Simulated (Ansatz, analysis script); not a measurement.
## Collinear and non-collinear states of a zigzag Pd chain, bond 3.025 Å

Wanted: the lowest arrangement of moments that fits this cell of a zigzag Pd chain, bond 3.025 Å.

Method: PBEsol, PAW set soft_2 (files made for PBE), in Ansatz 0.2.0.

Most raw output is cut from this account.

**1. The structure**

The cell holds 4 atoms: 4 Pd. Its edges and angles: a = 12.000 Å, b = 12.000 Å, c = 7.260 Å, α = 90.0°, β = 90.0°, γ = 90.0°. It derives from Pd. An idealised lattice of chosen spacing, in vacuum. Vacuum lies along a and b. The structure's axis is c.

As a file:

```cif
data_structure
_symmetry_space_group_name_H-M 'P 1'
_symmetry_Int_Tables_number 1
_cell_length_a 12.0000
_cell_length_b 12.0000
_cell_length_c 7.2600
_cell_angle_alpha 90.000
_cell_angle_beta 90.000
_cell_angle_gamma 90.000
_cell_volume 1045.44
loop_
_atom_site_label
_atom_site_type_symbol
_atom_site_fract_x
_atom_site_fract_y
_atom_site_fract_z
_atom_site_occupancy
Pd1 Pd 0.39917 0.50000 0.00000 1
Pd2 Pd 0.39917 0.50000 0.50000 1
Pd3 Pd 0.60083 0.50000 0.25000 1
Pd4 Pd 0.60083 0.50000 0.75000 1
```

**2. The collinear state**

A collinear run comes first: it shows whether moments survive, and how large they are.

Input file input.yaml:

```yaml
crystal:
  lattice:
    - [12.0, 0.0, 0.0]
    - [0.0, 12.0, 0.0]
    - [0.0, 0.0, 7.26]
  atoms:
    - { symbol: Pd, position: [0.3991666667, 0.5, 0.0], spin: 0.6 }
    - { symbol: Pd, position: [0.3991666667, 0.5, 0.5], spin: 0.6 }
    - { symbol: Pd, position: [0.6008333333, 0.5, 0.25], spin: 0.6 }
    - { symbol: Pd, position: [0.6008333333, 0.5, 0.75], spin: 0.6 }
magnetization:
  spin_polarized: true
kpoints:
  mp_grid: { grid: [1, 1, 4] }
hamiltonian:
  xc: pbesol
scf:
  occupations: { method: fermi_dirac, width: 0.05 }
  max_iter: 120
  convergence: { dr2_threshold: 1.0e-08 }
output:
  write_density: true
  write_potential: true
  elf: true
  volumetric_format: npy
```

Run with:

```bash
$ ansatz run input.yaml --threads 4 --pin off --max-ram 8192MiB --backend cpu --events-out ev --progress --plain --runs-dir out
```

The job ended after 8.1 s (4 threads of Arm Neoverse V2, shared host; peak memory 1.3 GiB).

Spin moment in the atom's sphere by atom:

```
atom  spin moment in the atom's sphere (μB)
 Pd1                                  0.440
 Pd2                                  0.440
 Pd3                                  0.440
 Pd4                                  0.440
```

Tables count atoms from 1; parts of the log count from 0.

The run ends ferromagnetic, with a net moment of 1.82 μB a cell. Only this order was typed.

Spin density in the ca plane at fractional y = 0.500, with atoms of Pd within 0.2 Å of it.

Values in e/Å³, 13 rows by 16 columns, each cell a mean:
```
0.00 0.00 0.00 0.00 0.00 0.00 0.00 0.00 0.00 0.00 0.00 0.00 0.00 0.00 0.00 0.00
0.00 0.00 0.00 0.00 0.00 0.00 0.00 0.00 0.00 0.00 0.00 0.00 0.00 0.00 0.00 0.00
0.00 0.00 0.00 0.00 0.00 0.00 0.00 0.00 0.00 0.00 0.00 0.00 0.00 0.00 0.00 0.00
0.00 0.00 0.01 0.01 0.01 0.01 0.00 0.00 0.00 0.00 0.01 0.01 0.01 0.01 0.00 0.00
0.00 0.01 0.06 0.20 0.18 0.13 0.02 0.00 0.00 0.01 0.07 0.19 0.18 0.13 0.02 0.00
0.00 0.00 0.05 0.24 0.24 0.13 0.01 0.00 0.00 0.00 0.06 0.23 0.24 0.13 0.01 0.00
0.02 0.01 0.00 0.00 0.00 0.00 0.01 0.02 0.02 0.01 0.00 0.00 0.00 0.00 0.01 0.02
0.28 0.15 0.01 0.00 0.00 0.00 0.06 0.28 0.29 0.15 0.01 0.00 0.00 0.00 0.06 0.28
0.12 0.10 0.02 0.00 0.00 0.01 0.05 0.13 0.12 0.10 0.02 0.00 0.00 0.01 0.05 0.14
0.00 0.00 0.00 0.00 0.00 0.00 0.00 0.00 0.00 0.00 0.00 0.00 0.00 0.00 0.00 0.00
0.00 0.00 0.00 0.00 0.00 0.00 0.00 0.00 0.00 0.00 0.00 0.00 0.00 0.00 0.00 0.00
0.00 0.00 0.00 0.00 0.00 0.00 0.00 0.00 0.00 0.00 0.00 0.00 0.00 0.00 0.00 0.00
0.00 0.00 0.00 0.00 0.00 0.00 0.00 0.00 0.00 0.00 0.00 0.00 0.00 0.00 0.00 0.00
```
Columns run along c (7.3 Å), rows up along a (12.0 Å). Atoms in or near the plane, at fractional coordinates: Pd at (0.00, 0.40), Pd at (0.50, 0.40), Pd at (0.25, 0.60), Pd at (0.75, 0.60).

Valence density in the ca plane at fractional y = 0.500, with atoms of Pd within 0.2 Å of it. It is the smooth field of the valence electrons, not physical close to the nuclei.

Ten steps, logarithmic in the rise over the least value, from '_' (0 e/Å³) to '@' (13 e/Å³), each cell a mean:
```
________________________________________
________________________________________
________________________________________
________________________________________
________________________________________
________________________________________
________......______________......______
____..::====--::________..::====--::____
__..--**%%@@%%==::____..--**%%@@%%++::__
__..==##@@@@@@**::......--##@@@@@@**::..
....::++##%%##==::......::++##%%##==::..
......::------::..........::------::....
**==::........::--++++==::........::--++
@@%%++::......--**@@@@%%++::......--**@@
@@%%**::..__..--##@@@@@@**::..__..==##@@
%%**--..____..::++####**--..____..::++##
::::..__________..::::::..__________..::
________________________________________
________________________________________
________________________________________
________________________________________
________________________________________
________________________________________
________________________________________
```
Columns run along c (7.3 Å), rows up along a (12.0 Å). Atoms in or near the plane, at fractional coordinates: Pd at (0.00, 0.40), Pd at (0.50, 0.40), Pd at (0.25, 0.60), Pd at (0.75, 0.60).

ELF in the ca plane at fractional y = 0.500, with atoms of Pd within 0.2 Å of it. It is the smooth field of the valence electrons, not physical close to the nuclei.

Values, 13 rows by 16 columns, each cell a mean:
```
0.00 0.00 0.00 0.00 0.00 0.00 0.00 0.00 0.00 0.00 0.00 0.00 0.00 0.00 0.00 0.00
0.00 0.00 0.00 0.00 0.00 0.00 0.00 0.00 0.00 0.00 0.00 0.00 0.00 0.00 0.00 0.00
0.00 0.01 0.01 0.02 0.02 0.02 0.01 0.01 0.00 0.01 0.01 0.02 0.02 0.02 0.01 0.01
0.03 0.04 0.08 0.13 0.15 0.10 0.05 0.03 0.03 0.04 0.08 0.13 0.15 0.10 0.06 0.03
0.09 0.15 0.32 0.45 0.45 0.40 0.20 0.11 0.09 0.15 0.32 0.45 0.45 0.40 0.21 0.11
0.15 0.19 0.37 0.46 0.43 0.45 0.25 0.16 0.15 0.19 0.37 0.46 0.43 0.44 0.25 0.16
0.29 0.23 0.20 0.22 0.23 0.20 0.21 0.27 0.29 0.23 0.20 0.22 0.23 0.20 0.21 0.27
0.40 0.49 0.27 0.15 0.14 0.19 0.42 0.46 0.40 0.49 0.27 0.15 0.14 0.20 0.42 0.46
0.43 0.33 0.16 0.09 0.08 0.12 0.25 0.40 0.43 0.33 0.16 0.09 0.08 0.12 0.25 0.40
0.10 0.07 0.04 0.02 0.02 0.03 0.06 0.09 0.10 0.07 0.04 0.02 0.02 0.03 0.06 0.09
0.01 0.01 0.01 0.00 0.00 0.00 0.01 0.01 0.01 0.01 0.01 0.00 0.00 0.00 0.01 0.01
0.00 0.00 0.00 0.00 0.00 0.00 0.00 0.00 0.00 0.00 0.00 0.00 0.00 0.00 0.00 0.00
0.00 0.00 0.00 0.00 0.00 0.00 0.00 0.00 0.00 0.00 0.00 0.00 0.00 0.00 0.00 0.00
```
Columns run along c (7.3 Å), rows up along a (12.0 Å). Atoms in or near the plane, at fractional coordinates: Pd at (0.00, 0.40), Pd at (0.50, 0.40), Pd at (0.25, 0.60), Pd at (0.75, 0.60).

**3. Denser mesh**

Levels at the Fermi energy are partly filled, so moments and energy differences can hang on the k-mesh, and the state is solved again on a denser one.

input.yaml, the sections that differ from step 2:

```yaml
crystal:
  lattice:
    - [12.0, 0.0, 0.0]
    - [0.0, 12.0, 0.0]
    - [0.0, 0.0, 7.26]
  atoms:
    - { symbol: Pd, position: [0.3991666667, 0.5, 0.0], spin: 0.44 }
    - { symbol: Pd, position: [0.3991666667, 0.5, 0.5], spin: 0.44 }
    - { symbol: Pd, position: [0.6008333333, 0.5, 0.25], spin: 0.44 }
    - { symbol: Pd, position: [0.6008333333, 0.5, 0.75], spin: 0.44 }
kpoints:
  mp_grid: { grid: [1, 1, 15] }
basis:
  ecutwfc: 420.0
checkpoint:
  read: start
  write: ck
  compress: false
  write_wavefunctions: false
  write_every: 100000
# magnetization, hamiltonian, scf: as in step 2
# output: removed
```

The job ended after 11 s (4 threads; peak memory 1.7 GiB; 41 s of CPU time).

Spin moment in the atom's sphere by atom:

```
atom  spin moment in the atom's sphere (μB)
 Pd1                                  0.455
 Pd2                                  0.455
 Pd3                                  0.455
 Pd4                                  0.455
```

The run ends ferromagnetic, with a net moment of 1.89 μB a cell, against 1.82 μB on the first mesh.

Signs and angles in the names of the patterns follow the order of the magnetic atoms in the input, which need not be their order in space.

In the spinor runs that follow the search for lower states is off.

**4. Start: ferro**

The parallel pattern comes first.

Input file input.yaml:

```yaml
crystal:
  lattice:
    - [12.0, 0.0, 0.0]
    - [0.0, 12.0, 0.0]
    - [0.0, 0.0, 7.26]
  atoms:
    - { symbol: Pd, position: [0.3991666667, 0.5, 0.0], spin: 0.45, spin_axis: [0.0, 0.0, 1.0] }
    - { symbol: Pd, position: [0.3991666667, 0.5, 0.5], spin: 0.45, spin_axis: [0.0, 0.0, 1.0] }
    - { symbol: Pd, position: [0.6008333333, 0.5, 0.25], spin: 0.45, spin_axis: [0.0, 0.0, 1.0] }
    - { symbol: Pd, position: [0.6008333333, 0.5, 0.75], spin: 0.45, spin_axis: [0.0, 0.0, 1.0] }
kpoints:
  mp_grid: { grid: [1, 1, 15] }
hamiltonian:
  xc: pbesol
scf:
  occupations: { method: fermi_dirac, width: 0.05 }
  max_iter: 120
  convergence: { dr2_threshold: 1.0e-08 }
  lower_state_search: "off"
basis:
  ecutwfc: 420.0
magnetization:
  noncollinear: true
```

Run time: 55 s. Hardware: 4 threads; peak memory 4 GiB.

It ends ferromagnetic; the largest site carries 0.455 μB.

Spin moment in the atom's sphere by atom:

| atom | x (μB) | y (μB) | z (μB) | size |
| --- | --- | --- | --- | --- |
| Pd1 | 0.000 | 0.000 | 0.455 | 0.455 |
| Pd2 | 0.000 | 0.000 | 0.455 | 0.455 |
| Pd3 | 0.000 | 0.000 | 0.455 | 0.455 |
| Pd4 | 0.000 | 0.000 | 0.455 | 0.455 |

**5. Start: tetrahedral**

A symmetric pattern; a run keeps it where it is stationary.

input.yaml, the sections that differ from step 4:

```yaml
crystal:
  lattice:
    - [12.0, 0.0, 0.0]
    - [0.0, 12.0, 0.0]
    - [0.0, 0.0, 7.26]
  atoms:
    - { symbol: Pd, position: [0.3991666667, 0.5, 0.0], spin: 0.45, spin_axis: [0.57735, 0.57735, 0.57735] }
    - { symbol: Pd, position: [0.3991666667, 0.5, 0.5], spin: 0.45, spin_axis: [0.57735, -0.57735, -0.57735] }
    - { symbol: Pd, position: [0.6008333333, 0.5, 0.25], spin: 0.45, spin_axis: [-0.57735, 0.57735, -0.57735] }
    - { symbol: Pd, position: [0.6008333333, 0.5, 0.75], spin: 0.45, spin_axis: [-0.57735, -0.57735, 0.57735] }
output:
  write_density: true
  write_potential: true
  elf: true
  volumetric_format: npy
# kpoints, hamiltonian, scf, basis, magnetization: as in step 4
```

Run time: 2.1 min. Hardware: 4 threads; peak memory 4.4 GiB.

It ends weakly magnetic, compensated; the largest site carries 0.139 μB.

Spin moment in the atom's sphere by atom:

```csv
atom,x (μB),y (μB),z (μB),size
Pd1,0.000,0.098,0.098,0.139
Pd2,0.000,-0.098,-0.098,0.139
Pd3,0.000,0.098,-0.098,0.139
Pd4,0.000,-0.098,0.098,0.139
```

For the largest spin moment in the atom's sphere, step 4 gave 0.455 μB; this run, with other starting moments, gives 0.139 μB (-69 %).

**6. Start: random 1**

Random directions favour no pattern, so the moments can find one that was not thought of.

input.yaml, the sections that differ from step 5:

```yaml
crystal:
  lattice:
    - [12.0, 0.0, 0.0]
    - [0.0, 12.0, 0.0]
    - [0.0, 0.0, 7.26]
  atoms:
    - { symbol: Pd, position: [0.3991666667, 0.5, 0.0], spin: 0.45, spin_axis: [0.898482, 0.262579, 0.351827] }
    - { symbol: Pd, position: [0.3991666667, 0.5, 0.5], spin: 0.45, spin_axis: [0.843294, 0.01147, 0.53733] }
    - { symbol: Pd, position: [0.6008333333, 0.5, 0.25], spin: 0.45, spin_axis: [-0.41779, -0.726294, 0.545847] }
    - { symbol: Pd, position: [0.6008333333, 0.5, 0.75], spin: 0.45, spin_axis: [0.311608, 0.90045, -0.303463] }
# kpoints, hamiltonian, scf, basis, magnetization: as in step 5
# output: removed
```

The job ended after 2.7 min (4 threads; peak memory 4.8 GiB; 11 min of CPU time).

It ends ferromagnetic; the largest site carries 0.455 μB.

Spin moment in the atom's sphere by atom:

```
atom  x (μB)  y (μB)  z (μB)   size
 Pd1   0.339   0.017   0.303  0.455
 Pd2   0.338   0.017   0.303  0.455
 Pd3   0.339   0.017   0.303  0.455
 Pd4   0.339   0.017   0.303  0.455
```

**7. Start: 90 degrees in a plane**

input.yaml, the sections that differ from step 6:

```yaml
crystal:
  lattice:
    - [12.0, 0.0, 0.0]
    - [0.0, 12.0, 0.0]
    - [0.0, 0.0, 7.26]
  atoms:
    - { symbol: Pd, position: [0.3991666667, 0.5, 0.0], spin: 0.45, spin_axis: [1.0, 0.0, 0.0] }
    - { symbol: Pd, position: [0.3991666667, 0.5, 0.5], spin: 0.45, spin_axis: [0.0, 1.0, 0.0] }
    - { symbol: Pd, position: [0.6008333333, 0.5, 0.25], spin: 0.45, spin_axis: [-1.0, 0.0, 0.0] }
    - { symbol: Pd, position: [0.6008333333, 0.5, 0.75], spin: 0.45, spin_axis: [0.0, -1.0, 0.0] }
# kpoints, hamiltonian, scf, basis, magnetization: as in step 6
```

It took 95 s on 4 threads; peak memory 4 GiB; 6.2 min of CPU time.

It ends weakly magnetic, compensated; the largest site carries 0.139 μB.

Spin moment in the atom's sphere by atom:

```
atom  x (μB)  y (μB)  z (μB)   size
 Pd1   0.099  -0.099   0.000  0.139
 Pd2  -0.099   0.099   0.000  0.139
 Pd3  -0.099   0.099   0.000  0.139
 Pd4   0.099  -0.099   0.000  0.139
```

Between step 4 and this run (other starting moments) the value for the largest spin moment in the atom's sphere moves from 0.455 μB to 0.139 μB (-69 %).

**8. Start: collinear +-+-**

input.yaml, the sections that differ from step 7:

```yaml
crystal:
  lattice:
    - [12.0, 0.0, 0.0]
    - [0.0, 12.0, 0.0]
    - [0.0, 0.0, 7.26]
  atoms:
    - { symbol: Pd, position: [0.3991666667, 0.5, 0.0], spin: 0.45, spin_axis: [0.0, 0.0, 1.0] }
    - { symbol: Pd, position: [0.3991666667, 0.5, 0.5], spin: 0.45, spin_axis: [0.0, 0.0, -1.0] }
    - { symbol: Pd, position: [0.6008333333, 0.5, 0.25], spin: 0.45, spin_axis: [0.0, 0.0, 1.0] }
    - { symbol: Pd, position: [0.6008333333, 0.5, 0.75], spin: 0.45, spin_axis: [0.0, 0.0, -1.0] }
# kpoints, hamiltonian, scf, basis, magnetization: as in step 7
```

Wall time 78 s (4 threads); peak memory 4 GiB; 5 min of CPU time.

It ends weakly magnetic, compensated; the largest site carries 0.139 μB.

Between step 4 and this run (other starting moments) the value for the largest spin moment in the atom's sphere moves from 0.455 μB to 0.139 μB (-69 %).

**9. Start: collinear ++--**

input.yaml, the sections that differ from step 8:

```yaml
crystal:
  lattice:
    - [12.0, 0.0, 0.0]
    - [0.0, 12.0, 0.0]
    - [0.0, 0.0, 7.26]
  atoms:
    - { symbol: Pd, position: [0.3991666667, 0.5, 0.0], spin: 0.45, spin_axis: [0.0, 0.0, 1.0] }
    - { symbol: Pd, position: [0.3991666667, 0.5, 0.5], spin: 0.45, spin_axis: [0.0, 0.0, 1.0] }
    - { symbol: Pd, position: [0.6008333333, 0.5, 0.25], spin: 0.45, spin_axis: [0.0, 0.0, -1.0] }
    - { symbol: Pd, position: [0.6008333333, 0.5, 0.75], spin: 0.45, spin_axis: [0.0, 0.0, -1.0] }
# kpoints, hamiltonian, scf, basis, magnetization: as in step 8
```

The job ended after 63 s (4 threads; peak memory 4 GiB).

It ends non-magnetic; the largest site carries 0 μB.

**10. Start: random 2**

input.yaml, the sections that differ from step 9:

```yaml
crystal:
  lattice:
    - [12.0, 0.0, 0.0]
    - [0.0, 12.0, 0.0]
    - [0.0, 0.0, 7.26]
  atoms:
    - { symbol: Pd, position: [0.3991666667, 0.5, 0.0], spin: 0.45, spin_axis: [0.415027, 0.311907, -0.854674] }
    - { symbol: Pd, position: [0.3991666667, 0.5, 0.5], spin: 0.45, spin_axis: [-0.337518, -0.675327, -0.655755] }
    - { symbol: Pd, position: [0.6008333333, 0.5, 0.25], spin: 0.45, spin_axis: [-0.299357, 0.650252, -0.698253] }
    - { symbol: Pd, position: [0.6008333333, 0.5, 0.75], spin: 0.45, spin_axis: [0.772335, -0.632422, -0.05951] }
# kpoints, hamiltonian, scf, basis, magnetization: as in step 9
```

Wall time 2.8 min (4 threads); peak memory 5 GiB.

It ends ferromagnetic; the largest site carries 0.455 μB.

**11. Ranking**

The last two columns average e·e over the pairs of the two nearest shells of magnetic atoms: 1 is parallel, −1 opposed.

The states reached:

```
                start                   final state  energy (meV/magnetic atom)  net moment (μB/cell)  mean moment (μB)  least moment (μB)  typed angles to the first (deg)  final angles to the first (deg)  triple product of the first three  mean cosine, nearest magnetic neighbours  second shell
                ferro                 ferromagnetic                           0                 1.894            0.4546             0.4546                            0 0 0                            0 0 0                                  0                                         1             1
          tetrahedral  weakly magnetic, compensated                       13.48                     0            0.1391             0.1391                      109 109 109                        180 90 90                                  0                                         0            -1
             random 1                 ferromagnetic                           0                 1.894            0.4546             0.4545                        18 112 66                            0 0 0                                  0                                         1             1
90 degrees in a plane  weakly magnetic, compensated                       13.47                     0            0.1394             0.1394                        90 180 90                        180 180 0                                  0                                         0            -1
       collinear +-+-  weakly magnetic, compensated                       13.47                     0            0.1394             0.1394                        180 0 180                        180 0 180                                  0                                         0            -1
       collinear ++--                  non-magnetic                       13.78                     0                 0                  0                        0 180 180                                -                                  -                                         -             -
             random 2                 ferromagnetic                           0                 1.894            0.4546             0.4545                         78 48 80                            0 0 0                                  0                                         1             1
```

**12. What came out**

```
lowest state found                                    : ferromagnetic
mean cosine between nearest magnetic neighbours there : 1.0
net moment of the lowest state                        : 1.89 μB a cell
mean moment in the lowest state                       : 0.455 μB
```

The lowest state found is ferromagnetic, reached from the start «ferro», 13.5 meV a magnetic atom under the next one (weakly magnetic, compensated). 3 of the 7 converged starts end within 0.1 meV of the lowest. 4 starts left the typed angles, so their energies belong to the state reached. 1 of the starts lose their moments altogether. Without spin–orbit coupling only the angles between moments count. Only the listed patterns were tried. The 7 spinor runs took 12 min of wall time, added up. Energies are free energies at a smearing of 0.05 eV, and with partly filled levels differences shift, at times strongly, as the smearing goes to zero. The cell was taken as built, with atoms unrelaxed.

[Logs and program files are shortened in this print: banners, set-up blocks, solver, clock and traceback lines can be left out without a mark of their own.]

[Logs are printed without paths, hosts, clocks, repeated set-up lines and the standing remarks that a program may print on its own settings, such as how far it seeks lower states.]

[Hosts, paths, dates, database ids (printed as entryN), source tags and the programs' standing remarks are cut or masked in the printed files.]
